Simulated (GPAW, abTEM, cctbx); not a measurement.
## Mg2NiIrS6: the scripts behind a bonding study

Short scripts, each with its output. The cell comes from substitution in a known structure type and wasn't matched to any measured phase.

## 1. Build the all-electron density and subtract free atoms

```text
cell
1.0
     5.734915730    0.000000000    0.000000000
     0.000000000    5.734915730    0.000000000
    -2.867457865   -2.867457865    5.527103860
Ir Ni S Mg
1 1 6 2
Direct
0.500000000 0.500000000 0.000000000
0.000000000 0.000000000 0.000000000
0.356221500 0.877731270 0.000000000
0.643778500 0.122268730 0.000000000
0.122268730 0.356221500 0.000000000
0.877731270 0.643778500 0.000000000
0.278443070 0.278443070 0.556886140
0.721556930 0.721556930 0.443113860
0.250000000 0.750000000 0.500000000
0.750000000 0.250000000 0.500000000
```

```python
import numpy as np
from ase.io import read
from ase.units import Bohr
from gpaw import GPAW, PW, FermiDirac
from gpaw.calculator import GPAW as OldGPAW
from gpaw.mpi import serial_comm, world
from scipy.special import erfc
from scipy.spatial import cKDTree

atoms = read("cell.vasp")
atoms.set_initial_magnetic_moments([0, 1.5, 0, 0, 0, 0, 0, 0, 0, 0])
atoms.calc = GPAW(mode=PW(450), xc="PBE", kpts={"size": (4, 4, 4), "gamma": True},
                 occupations=FermiDirac(0.05), maxiter=120, symmetry={"tolerance": 1e-5}, txt="scf.txt")
atoms.get_potential_energy()
rho = atoms.calc.get_all_electron_density(gridrefinement=2)
moments = atoms.get_magnetic_moments() if atoms.calc.get_number_of_spins() == 2 else np.zeros(len(atoms))
total = atoms.get_magnetic_moment() if moments.any() else 0.0
if world.rank == 0:
    free = OldGPAW(mode=PW(450), xc="PBE", txt=None, communicator=serial_comm)
    neutral = atoms.copy()
    neutral.set_initial_magnetic_moments(None)
    free.initialize(neutral)
    free.set_positions(neutral)
    drho = rho - free.get_all_electron_density(gridrefinement=2)
    # GPAW starts from confined atoms: exchange their smooth part for that of the datasets' free atoms
    h = np.stack(np.meshgrid(*[np.fft.fftfreq(n, 1 / n) for n in drho.shape], indexing="ij"), -1)
    gabs = np.linalg.norm(h @ atoms.cell.reciprocal(), axis=-1)
    tails = np.fft.fftn(free.get_pseudo_density(gridrefinement=2))
    g, form, v0 = np.linspace(0, gabs.max(), 1500), {}, 0
    for e in set(atoms.symbols):
        idx = atoms.symbols.search(e)
        d = free.setups[idx[0]].data
        r, w = d.rgd.r_g * Bohr, d.rgd.r_g**2 * d.rgd.dr_g
        j0 = np.sinc(2 * g[:, None] * r)
        smooth = sum(f * p**2 for f, p in zip(d.f_j, d.phit_jg)) + np.sqrt(4 * np.pi) * d.nct_g
        full = sum(f * p**2 for f, p in zip(d.f_j, d.phi_jg)) + np.sqrt(4 * np.pi) * d.nc_g
        phase = sum(np.exp(-2j * np.pi * h @ s) for s in atoms.get_scaled_positions()[idx])
        tails -= np.interp(gabs, g, j0 @ (smooth * w)) * phase * drho.size / atoms.get_volume()
        form[e] = j0 @ (full * w)
        v0 += 2 * np.pi / 3 * 14.3996 * (full * w * r**2).sum() * len(idx)  # V A^3
    tails *= 0.5 * erfc((gabs - 1.8) / 0.25)  # the tails differ at long wavelengths alone
    drho += np.fft.ifftn(tails).real  # crystal minus superposed spherical free atoms
    np.save("drho.npy", drho)
    dv = atoms.get_volume() / drho.size
    print("grid", drho.shape, " electrons %.3f" % (rho.sum() * dv), " moved by bonding %.3f e" % (abs(drho).sum() * dv / 2))
    pts = np.indices(drho.shape).reshape(3, -1).T / drho.shape @ atoms.cell
    shifts = (np.indices((3, 3, 3)).reshape(3, -1).T - 1) @ atoms.cell
    images = (atoms.positions[None] + shifts[:, None]).reshape(-1, 3)
    dist, idx = cKDTree(images).query(pts, k=4)
    out = drho.ravel()[dist[:, 0] > 0.5]
    print("deformation density beyond 0.5 A of the nuclei: max %.3f, min %.3f e/A^3" % (out.max(), out.min()))
    tie = dist < dist[:, :1] + 1e-4
    q = -np.bincount((idx % len(atoms))[tie], (drho.ravel()[:, None] / tie.sum(1, keepdims=True) * tie)[tie], len(atoms)) * dv
    print("atom        x       y       z   Voronoi charge  moment")
    for a, s, c, m in zip(atoms, atoms.get_scaled_positions(), q, moments):
        print("%-2s%-3d %7.4f %7.4f %7.4f %10.3f %10.2f" % (a.symbol, a.index + 1, *s, c, m))
    np.savez("free.npz", g=g, **form)
    print("mean inner potential of superposed free atoms %.3f V" % (v0 / atoms.get_volume()))
    print("total magnetic moment %.3f muB" % total)
```

```console
$ OMP_NUM_THREADS=1 mpirun -n 4 gpaw python run.py > gpaw.log
```

```text
gpts.py:43: UserWarning: Initial realspace grid (30,30,35) inconsistent with symmetries.
gpts.py:43: UserWarning: Initial realspace grid (30,30,35) inconsistent with symmetries.
gpts.py:43: UserWarning: Initial realspace grid (30,30,35) inconsistent with symmetries.
gpts.py:43: UserWarning: Initial realspace grid (30,30,35) inconsistent with symmetries.
gpts.py:70: UserWarning: Using symmetrized grid: (35,35,35).
gpts.py:70: UserWarning: Using symmetrized grid: (35,35,35).
gpts.py:70: UserWarning: Using symmetrized grid: (35,35,35).
gpts.py:70: UserWarning: Using symmetrized grid: (35,35,35).
grid (70, 70, 70)  electrons 225.000  moved by bonding 2.452 e
deformation density beyond 0.5 A of the nuclei: max 0.419, min -0.653 e/A^3
atom        x       y       z   Voronoi charge  moment
Ir1    0.5000  0.5000  0.0000     -0.008      -0.00
Ni2    0.0000  0.0000  0.0000     -0.116       0.00
S 3    0.3562  0.8777  0.0000     -0.035      -0.00
S 4    0.6438  0.1223  0.0000     -0.035      -0.00
S 5    0.1223  0.3562  0.0000     -0.035      -0.00
S 6    0.8777  0.6438  0.0000     -0.035      -0.00
S 7    0.2784  0.2784  0.5569     -0.317      -0.00
S 8    0.7216  0.7216  0.4431     -0.317      -0.00
Mg9    0.2500  0.7500  0.5000      0.448       0.00
Mg10   0.7500  0.2500  0.5000      0.448       0.00
mean inner potential of superposed free atoms 15.512 V
total magnetic moment 0.000 muB
```

Time: 74 s on 4 cores of Arm Neoverse V2 (shared host), peak memory 1.3 GiB.

## 2. Fourier-transform the difference

```python
from cctbx import adptbx, crystal, miller, xray
from cctbx.eltbx import tiny_pse
import numpy as np

cs = crystal.symmetry(unit_cell=(5.7349, 5.7349, 11.0542, 90, 90, 90), space_group_symbol='Hall: -I 4')  # I4/m
atoms = [  # label, site, U (iso, or U11 U22 U33 U12 U13 U23 in A^2), occupancy
    ("Ir1", (0.5, 0.5, 0), 0.0000, 1),
    ("Ni1", (0, 0, 0), 0.0000, 1),
    ("S1", (0.35622, 0.87773, 0), 0.0000, 1),
    ("S2", (0, 0, 0.27844), 0.0000, 1),
    ("Mg1", (0, 0.5, 0.25), 0.0000, 1),
]
xs = xray.structure(crystal_symmetry=cs)
for label, site, u, occ in atoms:
    u = adptbx.u_cif_as_u_star(cs.unit_cell(), u) if isinstance(u, tuple) else u
    xs.add_scatterer(xray.scatterer(label, site=site, u=u, occupancy=occ))
xs.scattering_type_registry(table="wk1995")
drho = np.load("drho.npy")
T = np.array([[1, 0, 0], [0, 1, 0], [1, 1, 2]])  # conventional axes in terms of the primitive ones
dF = np.fft.ifftn(drho) * 363.56469  # electrons a conventional cell, indexed by primitive hkl
ms = miller.build_set(cs, anomalous_flag=False, d_min=0.9).sort("resolution")
iam = ms.structure_factors_from_scatterers(xs, algorithm="direct").f_calc()
p1 = xs.expand_to_p1()
z = np.array([tiny_pse.table(sc.scattering_type).atomic_number() for sc in p1.scatterers()])
x = np.array(p1.sites_frac())
free = np.load("free.npz")
print("static structure factors of the conventional cell: F in electrons, V (Mott-Bethe) in volts")
print("   h  k  l      d  |F| table  |F| free   |F| DFT   change   |V| free  |V| DFT  change %")
for h, d, table in list(zip(ms.indices(), ms.d_spacings().data(), iam.data()))[:16]:
    df = dF[tuple(np.rint(np.linalg.solve(T, h)).astype(int))]
    phase = np.exp(2j * np.pi * x @ h)
    f = sum(np.interp(1 / d, free["g"], free[sc.scattering_type]) * p for sc, p in zip(p1.scatterers(), phase))
    fz = (z * phase).sum()
    c = 14.3996 * d * d / (np.pi * cs.unit_cell().volume())
    v0, v1 = abs(fz - f) * c, abs(fz - f - df) * c
    print("%4d%3d%3d %7.4f %9.3f %9.3f %9.3f %8.3f %9.3f %8.3f %8s" % (h + (d, abs(table), abs(f), abs(f + df), abs(f + df) - abs(f), v0, v1, "%.1f" % (100 * (v1 / v0 - 1)) if v0 > 0.02 else "-")))
```

```console
$ python run.py
```

```text
static structure factors of the conventional cell: F in electrons, V (Mott-Bethe) in volts
   h  k  l      d  |F| table  |F| free   |F| DFT   change   |V| free  |V| DFT  change %
   0  0  2  5.5271   218.156   218.097   218.622    0.525     4.601    4.399     -4.4
   0  1  1  5.0906    98.660    98.638    98.550   -0.088     1.413    1.442      2.0
   1  1  0  4.0552   158.183   158.095   159.991    1.896     2.266    1.873    -17.3
   1  1  2  3.2696   132.002   131.895   131.175   -0.721     1.237    1.334      7.9
   0  1  3  3.1000    59.460    59.402    58.783   -0.619     0.061    0.014    -77.0
   0  2  0  2.8674   254.856   254.740   255.184    0.443     5.649    5.603     -0.8
   0  0  4  2.7635   343.363   343.348   343.747    0.398     8.761    8.722     -0.4
   0  2  2  2.5453    89.414    89.071    89.733    0.662     0.017    0.037        -
   1  2  1  2.4984    37.496    37.431    36.486   -0.945     0.741    0.666    -10.0
   2  1  1  2.4984   167.261   167.431   168.230    0.800     3.741    3.678     -1.7
   1  1  4  2.2837   130.761   130.458   131.217    0.758     1.506    1.456     -3.3
   1  2  3  2.1050    10.308    10.237     9.833   -0.404     1.468    1.446     -1.5
   2  1  3  2.1050   129.415   129.582   129.364   -0.217     2.309    2.321      0.5
   0  1  5  2.0629   109.974   110.108   109.861   -0.247     1.682    1.695      0.8
   2  2  0  2.0276   236.132   235.719   234.733   -0.986     4.419    4.470      1.2
   0  2  4  1.9898   217.531   217.079   217.070   -0.009     3.818    3.819      0.0
```

Time: 0.27 s on 1 core of Arm Neoverse V2 (shared host), peak memory 0.09 GiB.

## 3. Propagate a plane wave with and without the bonding term

```python
import abtem
import numpy as np
from ase.build import make_supercell
from ase.io import read

abtem.config.set({"dask.lazy": False, "fft": "fftw", "diagnostics.progress_bar": False})
M = [[0, 1, 0], [1, 1, 2], [1, 0, 0]]  # rows: x, y and beam direction in the primitive cell's axes
unit = make_supercell(read("cell.vasp"), M)
unit.set_cell(list(unit.cell.lengths()) + [90, 90, 90], scale_atoms=True)
unit.positions[:, 2] += 1.1291  # keeps atomic planes off the slice boundaries
unit.wrap()
slab = unit * (1, 1, 108)
print(slab.get_chemical_formula(), "| box %.2f x %.2f x %.2f A" % tuple(slab.cell.lengths()))

# change of the potential by bonding, from the DFT deformation density (Poisson's equation term by term)
drho = np.load("drho.npy")
prim = read("cell.vasp")
h = np.stack(np.meshgrid(*[np.fft.fftfreq(n, 1 / n) for n in drho.shape], indexing="ij"), -1).reshape(-1, 3).astype(int)
g2 = ((h @ prim.cell.reciprocal()) ** 2).sum(1)
keep = (g2 > 0) & (g2 < 2.5**2)
shape = (164, 316, 32)
vg = np.zeros(shape, complex)
hm = h[keep] @ np.array(M).T
move = np.exp(-2j * np.pi * hm[:, 2] * (1.1291 / unit.cell[2, 2] - 0.5 / shape[2]))  # the same shift, sampled at mid-points
vg[tuple(hm.T % np.array(shape)[:, None])] = -14.3996 / np.pi * (np.fft.fftn(drho).ravel() / drho.size)[keep] / g2[keep] * move
dV = np.fft.ifftn(vg).real * vg.size
dV = dV.reshape(164, 316, 4, 8).mean(3) * unit.cell[2, 2] / 4  # V A, projected in each slice
dV = np.tile(dV.transpose(2, 0, 1), (108, 1, 1))


def build(atoms):
    p = abtem.Potential(atoms, gpts=(164, 316), slice_thickness=[slab.cell[2, 2] / 432] * 432,
                        parametrization="lobato", projection="infinite", exit_planes=36).build()
    p.array[:] += BONDING * dV
    return p


def potentials():
    yield build(slab)  # atoms at rest


for label, BONDING in (("IAM", 0.0), ("DFT", 1.0)):
    print("=====", label)
    potential = build(slab)
    print("grid", potential.gpts, "slices", potential.num_slices)
    thickness = potential.exit_thicknesses
    wave = abtem.PlaneWave(energy=100000)
    dp = np.mean([wave.multislice(p).diffraction_patterns(max_angle="valid").array for p in potentials()], axis=0)
    hkl = [(0, 0, 0), (0, 0, 2), (0, 1, 1), (0, 1, 3), (0, 2, 0), (0, 2, 2), (0, 3, 1)]
    nx, ny = dp.shape[-2:]
    print("intensity of each beam, fraction of the incident wave")
    print("  t (A)" + "".join("%9s" % " ".join(map(str, h)) for h in hkl) + "  diffuse    total")
    grid = np.zeros((nx, ny), bool)
    grid[nx // 2 % 1::1, ny // 2 % 1::1] = True
    for t, a in list(zip(thickness, dp))[1:]:
        idx = [np.rint(np.array(M) @ np.linalg.solve([[1, 0, 0], [0, 1, 0], [1, 1, 2]], h)).astype(int) for h in hkl]
        print("%7.1f" % t + "".join("%9.5f" % a[nx // 2 + i[0] * 1, ny // 2 + i[1] * 1] for i in idx) + "%9.4f%9.4f" % (a[~grid].sum(), a.sum()))
```

```console
$ python run.py
```

```text
Ir216Mg432Ni216S1296 | box 5.73 x 11.05 x 619.37 A
===== IAM
grid (164, 316) slices 432
intensity of each beam, fraction of the incident wave
  t (A)    0 0 0    0 0 2    0 1 1    0 1 3    0 2 0    0 2 2    0 3 1  diffuse    total
   51.6  0.45464  0.00844  0.00080  0.00711  0.02646  0.01243  0.00120   0.0000   0.9923
  103.2  0.08007  0.01589  0.00829  0.00864  0.03949  0.03520  0.00112   0.0000   0.9851
  154.8  0.23880  0.07411  0.01422  0.00208  0.01705  0.03062  0.00158   0.0000   0.9773
  206.5  0.23665  0.15824  0.01057  0.00538  0.00640  0.00436  0.00325   0.0000   0.9736
  258.1  0.20290  0.07884  0.00102  0.00424  0.01213  0.02905  0.00707   0.0000   0.9703
  309.7  0.32484  0.01019  0.00241  0.00197  0.01966  0.03824  0.00639   0.0000   0.9655
  361.3  0.37686  0.08001  0.01044  0.00475  0.01376  0.00263  0.00325   0.0000   0.9610
  412.9  0.31033  0.07661  0.00881  0.00370  0.00056  0.02033  0.00158   0.0000   0.9550
  464.5  0.10703  0.01561  0.00333  0.00000  0.01719  0.05089  0.00140   0.0000   0.9461
  516.1  0.14383  0.04512  0.00186  0.00360  0.01478  0.03102  0.00179   0.0000   0.9395
  567.8  0.51328  0.05964  0.00008  0.00386  0.00044  0.00440  0.00037   0.0000   0.9367
  619.4  0.47427  0.01755  0.00322  0.00073  0.02494  0.00627  0.00008   0.0000   0.9328
===== DFT
grid (164, 316) slices 432
intensity of each beam, fraction of the incident wave
  t (A)    0 0 0    0 0 2    0 1 1    0 1 3    0 2 0    0 2 2    0 3 1  diffuse    total
   51.6  0.45795  0.00768  0.00081  0.00691  0.02652  0.01227  0.00124   0.0000   0.9923
  103.2  0.07820  0.01680  0.00727  0.00943  0.04227  0.03278  0.00127   0.0000   0.9852
  154.8  0.24620  0.07120  0.01391  0.00270  0.01960  0.02852  0.00182   0.0000   0.9774
  206.5  0.24162  0.15359  0.01237  0.00539  0.00608  0.00479  0.00312   0.0000   0.9735
  258.1  0.17640  0.08180  0.00183  0.00502  0.01394  0.02751  0.00702   0.0000   0.9702
  309.7  0.33095  0.00762  0.00208  0.00172  0.02260  0.03930  0.00683   0.0000   0.9654
  361.3  0.39455  0.07910  0.01095  0.00313  0.01279  0.00356  0.00351   0.0000   0.9606
  412.9  0.28259  0.08735  0.00884  0.00469  0.00206  0.02050  0.00153   0.0000   0.9547
  464.5  0.10420  0.01408  0.00338  0.00083  0.01511  0.05704  0.00117   0.0000   0.9460
  516.1  0.13269  0.05088  0.00446  0.00226  0.01232  0.03579  0.00159   0.0000   0.9388
  567.8  0.44714  0.08295  0.00055  0.00516  0.00113  0.00367  0.00030   0.0000   0.9359
  619.4  0.45795  0.02274  0.00212  0.00030  0.02428  0.00953  0.00025   0.0000   0.9315
```

Time: 25 s.

## 4. Rock the beam across one reflection

```python
import abtem
import numpy as np
from ase.build import make_supercell
from ase.io import read

abtem.config.set({"dask.lazy": False, "fft": "fftw", "diagnostics.progress_bar": False})
M = [[0, 1, 0], [1, 1, 2], [1, 0, 0]]  # rows: x, y and beam direction in the primitive cell's axes
unit = make_supercell(read("cell.vasp"), M)
unit.set_cell(list(unit.cell.lengths()) + [90, 90, 90], scale_atoms=True)
unit.positions[:, 2] += 1.1291  # keeps atomic planes off the slice boundaries
unit.wrap()
slab = unit * (1, 1, 156)
print(slab.get_chemical_formula(), "| box %.2f x %.2f x %.2f A" % tuple(slab.cell.lengths()))

# change of the potential by bonding, from the DFT deformation density (Poisson's equation term by term)
drho = np.load("drho.npy")
prim = read("cell.vasp")
h = np.stack(np.meshgrid(*[np.fft.fftfreq(n, 1 / n) for n in drho.shape], indexing="ij"), -1).reshape(-1, 3).astype(int)
g2 = ((h @ prim.cell.reciprocal()) ** 2).sum(1)
keep = (g2 > 0) & (g2 < 2.5**2)
shape = (128, 246, 32)
vg = np.zeros(shape, complex)
hm = h[keep] @ np.array(M).T
move = np.exp(-2j * np.pi * hm[:, 2] * (1.1291 / unit.cell[2, 2] - 0.5 / shape[2]))  # the same shift, sampled at mid-points
vg[tuple(hm.T % np.array(shape)[:, None])] = -14.3996 / np.pi * (np.fft.fftn(drho).ravel() / drho.size)[keep] / g2[keep] * move
dV = np.fft.ifftn(vg).real * vg.size
dV = dV.reshape(128, 246, 4, 8).mean(3) * unit.cell[2, 2] / 4  # V A, projected in each slice
dV = np.tile(dV.transpose(2, 0, 1), (156, 1, 1))


def build(atoms):
    p = abtem.Potential(atoms, gpts=(128, 246), slice_thickness=[slab.cell[2, 2] / 624] * 624,
                        parametrization="lobato", projection="infinite", exit_planes=156).build()
    p.array[:] += BONDING * dV
    return p


def potentials():
    yield build(slab)  # atoms at rest


for label, BONDING in (("IAM", 0.0), ("DFT", 1.0)):
    print("=====", label)
    potential = build(slab)
    print("grid", potential.gpts, "slices", potential.num_slices)
    thickness = potential.exit_thicknesses
    h = np.array(M) @ np.linalg.solve(np.array([[1, 0, 0], [0, 1, 0], [1, 1, 2]]), [0, 0, 2])
    ix, iy = round(h[0]) * 1, round(h[1]) * 1
    gxy = h[:2] / unit.cell.lengths()[:2]
    along = gxy / np.hypot(*gxy)
    across = np.array([-along[1], along[0]])
    bragg = 500 * abtem.PlaneWave(energy=100000).wavelength * np.hypot(*gxy)
    print("Bragg angle %.3f mrad; beam tilted 37 mrad off the zone axis across the row" % bragg)
    print("dark-field intensity of 0 0 2 against tilt along the row, in Bragg angles")
    print("  t (A)" + "".join("%8.2f" % s for s in [0.2, 0.4, 0.6, 0.8, 1.0, 1.2, 1.4, 1.6, 1.8, 2.0, 2.2, 2.4, 2.6]))
    rows = []
    row = [(n * ix, n * iy) for n in range(-8, 9)]
    for s in [0.2, 0.4, 0.6, 0.8, 1.0, 1.2, 1.4, 1.6, 1.8, 2.0, 2.2, 2.4, 2.6]:
        tilt = -s * bragg * along + 37 * across
        dp = abtem.PlaneWave(energy=100000, tilt=tuple(tilt)).multislice(potential).diffraction_patterns(max_angle="valid").array
        rows.append(dp[:, dp.shape[1] // 2 + ix, dp.shape[2] // 2 + iy])
        if s == 1.0:
            cx, cy = dp.shape[1] // 2, dp.shape[2] // 2
            share = sum(dp[:, cx + i, cy + j] for i, j in row if abs(i) < cx and abs(j) < cy) / dp.sum(axis=(1, 2))
            total = dp.sum(axis=(1, 2))
    for t, a in list(zip(thickness, np.array(rows).T))[1:]:
        print("%7.1f" % t + "".join("%8.4f" % v for v in a))
    print("at the Bragg tilt, share in the row:", share[1:].round(3).tolist(), "total:", total[1:].round(3).tolist())
```

```console
$ python run.py
```

```text
Ir312Mg624Ni312S1872 | box 5.73 x 11.05 x 894.65 A
===== IAM
grid (128, 246) slices 624
Bragg angle 3.348 mrad; beam tilted 37 mrad off the zone axis across the row
dark-field intensity of 0 0 2 against tilt along the row, in Bragg angles
  t (A)    0.20    0.40    0.60    0.80    1.00    1.20    1.40    1.60    1.80    2.00    2.20    2.40    2.60
  223.7  0.1604  0.1953  0.2242  0.2432  0.2500  0.2447  0.2273  0.1990  0.1641  0.1255  0.0879  0.0538  0.0265
  447.3  0.0735  0.0435  0.0555  0.0987  0.1238  0.0967  0.0591  0.0462  0.0739  0.1044  0.0928  0.0747  0.0697
  671.0  0.1096  0.0682  0.0467  0.0282  0.0094  0.0276  0.0459  0.0693  0.1140  0.1036  0.0553  0.0267  0.0105
  894.6  0.0206  0.0085  0.0492  0.1496  0.2033  0.1506  0.0498  0.0081  0.0183  0.0114  0.0443  0.0034  0.0114
at the Bragg tilt, share in the row: [0.6119999885559082, 0.4690000116825104, 0.5180000066757202, 0.5680000185966492] total: [0.9850000143051147, 0.9739999771118164, 0.9629999995231628, 0.9539999961853027]
===== DFT
grid (128, 246) slices 624
Bragg angle 3.348 mrad; beam tilted 37 mrad off the zone axis across the row
dark-field intensity of 0 0 2 against tilt along the row, in Bragg angles
  t (A)    0.20    0.40    0.60    0.80    1.00    1.20    1.40    1.60    1.80    2.00    2.20    2.40    2.60
  223.7  0.1653  0.1985  0.2258  0.2435  0.2497  0.2450  0.2289  0.2022  0.1691  0.1321  0.0955  0.0615  0.0333
  447.3  0.0792  0.0458  0.0534  0.0949  0.1220  0.0927  0.0565  0.0483  0.0793  0.1081  0.0912  0.0685  0.0600
  671.0  0.0943  0.0598  0.0470  0.0329  0.0107  0.0323  0.0466  0.0609  0.0982  0.0854  0.0424  0.0187  0.0065
  894.6  0.0305  0.0034  0.0362  0.1348  0.2042  0.1365  0.0367  0.0029  0.0271  0.0159  0.0585  0.0035  0.0103
at the Bragg tilt, share in the row: [0.6129999756813049, 0.4740000069141388, 0.5109999775886536, 0.5590000152587891] total: [0.9850000143051147, 0.9739999771118164, 0.9629999995231628, 0.9539999961853027]
```

Time: 51 s.

[Outputs are excerpts: Python notices, other lines and further rows are left out; steps that failed or that the build refused (PBEsol, TPSS) are not shown.]

[Logs are printed without paths, hosts, clocks, repeated set-up lines and the standing remarks that a program may print on its own settings, such as how far it seeks lower states.]
